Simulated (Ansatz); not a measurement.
# Relaxing amorphous Si0.4Ge0.6 (101 atoms), part 3 of 3

Aim: bring amorphous Si0.4Ge0.6 (101 atoms) to a nearby minimum of the energy and see what moves.

Ansatz 0.2.0; Kohn-Sham DFT, RPBE, PAW (set soft_2), plane waves.

The cell: 40 Si and 61 Ge. The quench rate of 500 K/ps far exceeds what a furnace or splat quench reaches. The network of bonds at the start is that of the classical potential that made the cell. Sampling is at Γ alone, for a cell whose shortest periodic width is 13 Å.

So far. Step 3 (Cell and atoms relaxed): The relaxation changed the energy by -94.4 meV/atom, and atoms moved by 0.63 Å r.m.s., 1.8 Å at most.

**5. Single point at the relaxed geometry**

The electronic structure is read at the final geometry, in a run of its own.

The input, input.yaml:

```yaml
crystal:
  lattice:
    - [13.25873, 0.20391, -0.1821]
    - [0.20391, 13.09577, -0.25365]
    - [-0.1821, -0.25365, 13.2503]
  atoms:
    - { symbol: Si, position: [0.55614, 0.13077, 0.4746] }
    - { symbol: Si, position: [0.67576, 0.14487, 0.20688] }
    - { symbol: Si, position: [0.59202, 0.85473, 0.87123] }
    - { symbol: Si, position: [0.02466, 0.74801, 0.54422] }
    [... 91 atom lines left out ...]
    - { symbol: Ge, position: [0.85498, 0.57305, 0.33177] }
    - { symbol: Ge, position: [0.72987, 0.55758, 0.06604] }
    - { symbol: Ge, position: [0.22882, 0.25525, 0.21369] }
    - { symbol: Ge, position: [0.24519, 0.88825, 0.89406] }
    - { symbol: Ge, position: [0.44663, 0.91357, 0.29242] }
    - { symbol: Ge, position: [0.09995, 0.61277, 0.64769] }
kpoints:
  mp_grid: { grid: [1, 1, 1] }
hamiltonian:
  xc: rpbe
scf:
  occupations: { method: fermi_dirac, width: 0.05 }
output:
  forces: true
  stress: true
  populations: true
  dos:
    method: { smearing: { sigma: 0.08 } }
    de: 0.1
    projected: { site_lists: { Ge: [Ge], Si: [Si] } }
  eigenvalues: true
  write_density: true
  write_potential: true
  volumetric_format: npy
```

The run is started by

```console
$ ansatz run input.yaml --threads 4 --pin off --max-ram 8192MiB --backend cpu --events-out ev --progress --plain --runs-dir out
```

Numbers of over 12 decimals in the logs are rounded to 6 here.

The program printed:

```text
[...]
Crystal: 101 atoms, lattice volume = 2298.874 Å³
Basis set: ecut = 420 eV, 44921 PW (Γ), exchange–correlation on 180×180×180 points (8 copies of the dense FFT grid, shifted against one another)
Bands: 609, of which v1, the nominal top of the filled ones, is band 507 counted from 1 (506 counted from 0)
Symmetry: 1 space group operations
[...]
k-points: 1
[...]
SCF iter   1: F=—  HF=-287874.004719 eV  |F-HF|=—  |Δ(HF+E_count)|=         —  Δρ=3.91e-3  dr2=6.48e-1  ethr=1.77e-3  ⟨swp⟩=6.0  Hψ=2286  notcnv=0  defer=1
[...]
SCF iter   9: F=-287873.892493 eV  HF=-287873.892493 eV  |F-HF|=5.36e-9  |Δ(HF+E_count)|=   2.22e-7  Δρ=1.08e-6  dr2=5.91e-8  ethr=9.86e-12  ⟨swp⟩=17.0  Hψ=4348  notcnv=0
SCF 1 converged in 9 iterations: F = -287873.892493 eV  dr2 = 5.91e-8
[...]
SCF converged after 9 iterations
Free energy (F): -287873.892493 eV
[...]
Internal energy: -287873.787970 eV  (E = F + TS)
E sigma→0 (E₀):  -287873.840231 eV
Entropy (-TS):   -0.104523 eV (-1.035 meV/atom)
Fermi energy:    7.203469 eV
[...]
--- Forces (eV/Å), atoms counted from 1 ---
  atom   1  Si     0.00616091     0.00634953    -0.00675004
  atom   2  Si     0.00595793     0.00431977    -0.00317927
  atom   3  Si     0.01922094    -0.00454486    -0.02122633
  atom   4  Si    -0.00604034    -0.00106016    -0.00260712
  atom   5  Si     0.00252136    -0.00560291     0.00985825
  atom   6  Si    -0.00047110    -0.00337477    -0.00036924
  atom   7  Si     0.01493268     0.00413930     0.01418813
  atom   8  Si     0.01926188    -0.02205713    -0.01797521
  atom   9  Si     0.00232696     0.01491798     0.00240282
  atom  10  Si    -0.00425624    -0.01185435     0.00089006
  atom  11  Si    -0.01603225    -0.00645486     0.00629998
  atom  12  Si    -0.00680844     0.00695495    -0.01008458
  atom  13  Si     0.00079053     0.00116212    -0.00398021
  atom  14  Si     0.00531184    -0.00137351     0.00097274
[...]
atom 100  Ge     0.00120551    -0.00010229    -0.00108345
  atom 101  Ge    -0.00003244     0.00111819     0.00215084
  max |Σ_I F_I| component: 7.26e-6 eV/Å
--- Stress (GPa, compression-positive) ---
        0.020493       0.004887      -0.008118
        0.004887       0.006536      -0.011831
       -0.008118      -0.011831       0.000418
  P = ⅓ Tr σ = 0.0091 GPa (0.091 kbar)
--- Band table (eV) ---
[...]
--- Löwdin populations: 101 sites ---
  site symbol       q [e]
     0     Si      3.9243
     1     Si      3.9311
     2     Si      3.9598
[...]
100     Ge     14.0145
  spilling = 0.003442 (of n_electrons = 1014.000000)
```

The job ended after 77 s (4 threads of Arm Neoverse V1, shared host; peak memory 3.6 GiB).

The run gave:

- free energy: -287873.8925 eV
- free energy per atom: -2850.2366 eV/atom
- SCF cycles: 9
- pressure: 0.009149 GPa
- r.m.s. force component: 0.00747 eV/Å
- longest force: 0.03436 eV/Å
- Fermi energy: 7.203 eV
- levels partly filled by over 2 per cent: 2
- spilling of the projection: 0.003442

Löwdin charges by element and coordination (they lack the spilled electrons, 0.035 e an atom on average):

| element | coordination | atoms | mean charge (e) | spread | least | most |
| --- | --- | --- | --- | --- | --- | --- |
| Ge | all | 61 | 0.0099 | 0.0293 | -0.0566 | 0.0968 |
| Ge | 3 | 4 | -0.0233 | 0.0333 | -0.0566 | 0.0187 |
| Ge | 4 | 49 | 0.0113 | 0.0251 | -0.039 | 0.0968 |
| Ge | 5 | 8 | 0.018 | 0.0387 | -0.0393 | 0.0729 |
| Si | all | 40 | 0.0722 | 0.0308 | 0.0072 | 0.171 |
| Si | 4 | 29 | 0.0716 | 0.0253 | 0.0072 | 0.137 |
| Si | 5 | 10 | 0.0639 | 0.0298 | 0.0248 | 0.124 |
| Si | 6 | 1 | 0.171 | 0 | 0.171 | 0.171 |

Density of states as counts of states in windows of 0.5 eV (from the Fermi level), total and the larger projections:

| from (eV) | to (eV) | total | Ge p | Si p | Ge s | Si s |
| --- | --- | --- | --- | --- | --- | --- |
| -10 | -9.5 | 11.3 | 2.0 | 1.5 | 5.1 | 2.6 |
| -9.5 | -9 | 17.9 | 3.0 | 2.4 | 8.4 | 4.0 |
| -9 | -8.5 | 19.1 | 3.6 | 2.7 | 8.4 | 4.3 |
| -8.5 | -8 | 15.2 | 3.0 | 2.6 | 5.8 | 3.8 |
| -8 | -7.5 | 12.3 | 2.7 | 2.1 | 4.8 | 2.7 |
| -7.5 | -7 | 12.0 | 2.7 | 2.2 | 4.9 | 2.2 |
| -7 | -6.5 | 12.1 | 3.0 | 2.4 | 4.3 | 2.3 |
| -6.5 | -6 | 13.7 | 3.4 | 2.9 | 4.7 | 2.5 |
| -6 | -5.5 | 12.8 | 3.4 | 3.0 | 3.5 | 2.8 |
| -5.5 | -5 | 11.6 | 3.2 | 3.0 | 3.1 | 2.2 |
| -5 | -4.5 | 11.5 | 3.9 | 3.2 | 2.2 | 2.1 |
| -4.5 | -4 | 13.6 | 6.1 | 5.1 | 1.1 | 1.2 |
| -4 | -3.5 | 21.1 | 10.3 | 8.4 | 1.4 | 0.9 |
| -3.5 | -3 | 25.6 | 13.3 | 9.9 | 1.3 | 0.9 |
| -3 | -2.5 | 30.0 | 15.9 | 11.4 | 1.5 | 0.9 |
| -2.5 | -2 | 30.1 | 16.9 | 10.8 | 1.3 | 0.8 |
| -2 | -1.5 | 28.8 | 16.3 | 10.1 | 1.3 | 0.7 |
| -1.5 | -1 | 28.4 | 16.8 | 9.0 | 1.4 | 0.8 |
| -1 | -0.5 | 19.9 | 11.7 | 5.7 | 1.5 | 0.6 |
| -0.5 | 0 | 8.8 | 5.0 | 2.2 | 1.0 | 0.4 |
| 0 | 0.5 | 12.8 | 6.7 | 2.9 | 1.8 | 0.8 |
| 0.5 | 1 | 18.9 | 8.7 | 4.6 | 2.8 | 1.7 |
| 1 | 1.5 | 22.9 | 10.2 | 5.9 | 3.0 | 2.1 |
| 1.5 | 2 | 25.2 | 11.3 | 6.6 | 2.9 | 2.3 |
| 2 | 2.5 | 28.1 | 12.5 | 7.6 | 2.8 | 2.2 |
| 2.5 | 3 | 28.9 | 12.8 | 8.0 | 2.6 | 1.9 |

The curve was stored every 0.100 eV, coarse against its broadening of 0.08 eV, so these counts are rough.

Between -25 and -10 eV lie 658 more states.

The levels nearest the highest filled one (over half full), pooled over k-points and spins:

| level less the highest filled one (eV) | occupation |
| --- | --- |
| -0.485 | 2 |
| -0.389 | 2 |
| -0.356 | 2 |
| -0.301 | 2.00 |
| -0.161 | 1.99 |
| 0 | 1.68 |
| 0.173 | 0.283 |
| 0.282 | 0.037 |
| 0.334 | 0.013 |
| 0.403 | 0.003 |
| 0.491 | 0.001 |
| 0.557 | 0 |

Electrostatic potential energy in the ac plane at fractional y = 0.425, with atoms of Si and Ge within 0.2 Å of it. With pseudopotentials it is smooth inside the atoms' cores, unlike the true potential.

Values in eV, 13 rows by 16 columns, each cell a mean:
```
  8  -5 -13   4  10  10  -1 -16  -1   7   4   8  10  11  11  10
-12 -13   6  10  10   3  -9   2  10  10   9   8  10  11  10   7
-11 -11   5  -4   1  -6 -26  -6   8   8  -7 -18   2  10  10   7
  8   9   5 -14  -5   7   4  -4 -23  -5 -12 -24  -2   0   3   8
 10  10   3  -3   6  10  10  -4 -25  -5   7   7   1 -26 -16   7
 10   8 -10 -26   3  10  10   9   6   7  -1   2   7  -3   1   9
  5  -8   0   4   8   6   0   6   9   1 -28 -20   6  -2 -19  -3
  4 -12   1   9  10  -1 -30  -7   9   7  -3   1   7  -6 -26  -7
  9  -1 -10   4  10   7  -2   1   7  -8 -11   6   9   9   6   9
  8 -13 -30  -4  10   7 -22 -30  -1 -21 -24   4   9  10  10   9
-17   1   2   8  11   9  -5  -9   6   6   5   8   7   9   8  -9
-21   1   5   9  11  10   8   5   8   6  -2   5   9  10   8 -13
  6 -14 -28  -2  10   9  -6 -28  -9  -2 -22  -5   9  11  10   8
```
Columns run along a (13.3 Å; values clipped at the 3rd and 97th percentile), rows up along c (13.3 Å). Atoms in or near the plane, at fractional coordinates: Si at (0.52, 0.68), Si at (0.44, 0.25), Ge at (0.70, 0.75), Ge at (0.14, 0.28), Ge at (0.90, 0.45), Ge at (0.62, 0.28), Ge at (0.46, 0.01), Ge at (0.14, 0.01), Ge at (0.67, 0.49).

Valence density in the ac plane at fractional y = 0.425, with atoms of Si and Ge within 0.2 Å of it. It is the smooth field of the valence electrons, not physical close to the nuclei.

Ten steps, logarithmic in the rise over the least value, from '0' (0 e/Å³) to '9' (35 e/Å³), each cell a mean:
```
0012564100000012575210011100000000000
0111111000000001111000000000000000000
1232110000000111110000000000000000000
2564110000001255310000000010000000001
2342111111111366311000011342100000001
1111011233111122211111114895210000001
0000001232110001111111113674111111000
0000001111100000111001111111112442100
0000001111000000011111000000114763100
0000011111000000001110000000012332100
0000111111000000000000112211001111000
0011111110000000000001147841000112210
1111111000001111110000147841101268631
1111110000001111110000112211001269731
0011110000000111110000011100000123210
0001121100000111110001221100000000000
0012686210000011111113785210000000000
0013797310000011011113796210000000000
1112332100000011011111222100000000001
5421100000000011110000000000000000124
9621000000000000000000000000000000137
4311110000000000110000111110000000113
1112453100000001343111234311000000000
0014896210000013897311134310000000000
```
Columns run along a (13.3 Å), rows up along c (13.3 Å). Atoms in or near the plane, at fractional coordinates: Si at (0.52, 0.68), Si at (0.44, 0.25), Ge at (0.70, 0.75), Ge at (0.14, 0.28), Ge at (0.90, 0.45), Ge at (0.62, 0.28), Ge at (0.46, 0.01), Ge at (0.14, 0.01), Ge at (0.67, 0.49).

Mean Löwdin charges: Ge +0.01, Si +0.07 e (they miss 0.34 % of the electrons, so they add up to more than the cell's charge). Charges this small depend on the projection, at times even in sign. Within 0.4 eV of the Fermi level the largest share is Ge p (57 % of the projected weight).

Local excerpt of 8 atoms (numbers count through the whole input) about Ge85, picked at random; x, y, z are measured from there.

| atom | x | y | z | distance (Å) | bonds | Löwdin charge (e) |
| --- | --- | --- | --- | --- | --- | --- |
| Ge85 | 0.00 | 0.00 | 0.00 | 0.00 | 4 | -0.04 |
| Si39 | 0.34 | 2.38 | 0.44 | 2.44 | 4 | 0.09 |
| Si33 | 1.45 | -2.01 | -0.18 | 2.48 | 5 | 0.11 |
| Ge44 | -1.03 | -0.44 | -2.22 | 2.49 | 4 | 0.02 |
| Ge71 | -1.78 | -0.32 | 1.78 | 2.54 | 4 | -0.01 |
| Si12 | -2.38 | -2.45 | 0.80 | 3.50 | 4 | 0.09 |
| Ge49 | 0.01 | -0.09 | 3.53 | 3.53 | 4 | 0.00 |
| Ge87 | -0.16 | -3.53 | 0.87 | 3.64 | 4 | -0.02 |

The column of bonds counts only the pairs Ge-Ge within 2.93 Å, Ge-Si within 3.02 Å, Si-Si within 2.83 Å; other neighbours, such as metal atoms beside each other in a compound, aren't counted, and periodic images can show an atom twice.

**6. Outcome**

| Property | Result |
| --- | --- |
| energy change in the relaxation | -94.35 meV/atom |
| r.m.s. displacement | 0.628 Å |
| largest displacement | 1.839 Å |
| free energy per atom | -2850.2366 eV/atom |
| pressure | 0.009149 GPa |
| r.m.s. force component | 0.00747 eV/Å |
| wall time of the 3 DFT runs | 35 min |

**Reading.** Relaxation lowers the energy by 94.4 meV/atom and moves atoms by 0.63 Å r.m.s.; the r.m.s. force component goes from 0.34 to 0.0075 eV/Å, the pressure goes from 1.5 to 0.0091 GPa. Displacements are taken in the final cell, so they leave out its strain. By the final cutoffs 29 of 221 bonded pairs parted and 18 joined. The cell grew by 2.7 % in volume. From the first step to the last the energy fell by 9.530 eV, across changes of basis, and the largest move was 1.84 Å (Ge43). The Si-Si bonds change most in mean length: from 2.476 Å (spread 0.078) to 2.405 Å (spread 0.043), and their number from 38 to 36. With the cutoffs above, 80 % of Ge atoms have 4 and 72 % of Si atoms have 4 bonded neighbours. Levels near the Fermi energy are neither full nor empty under the smearing, so no gap is quoted.

What to keep in mind: The network of bonds at the start is that of the classical potential that made the cell; in DFT 29 of its 221 bonded pairs passed out of the cutoffs and 18 came within them.

[Logs are printed without paths, hosts, clocks, repeated set-up lines and the standing remarks that a program may print on its own settings, such as how far it seeks lower states.]

[Hosts, paths, dates, database ids (printed as entryN), source tags and the programs' standing remarks are cut or masked in the printed files.]
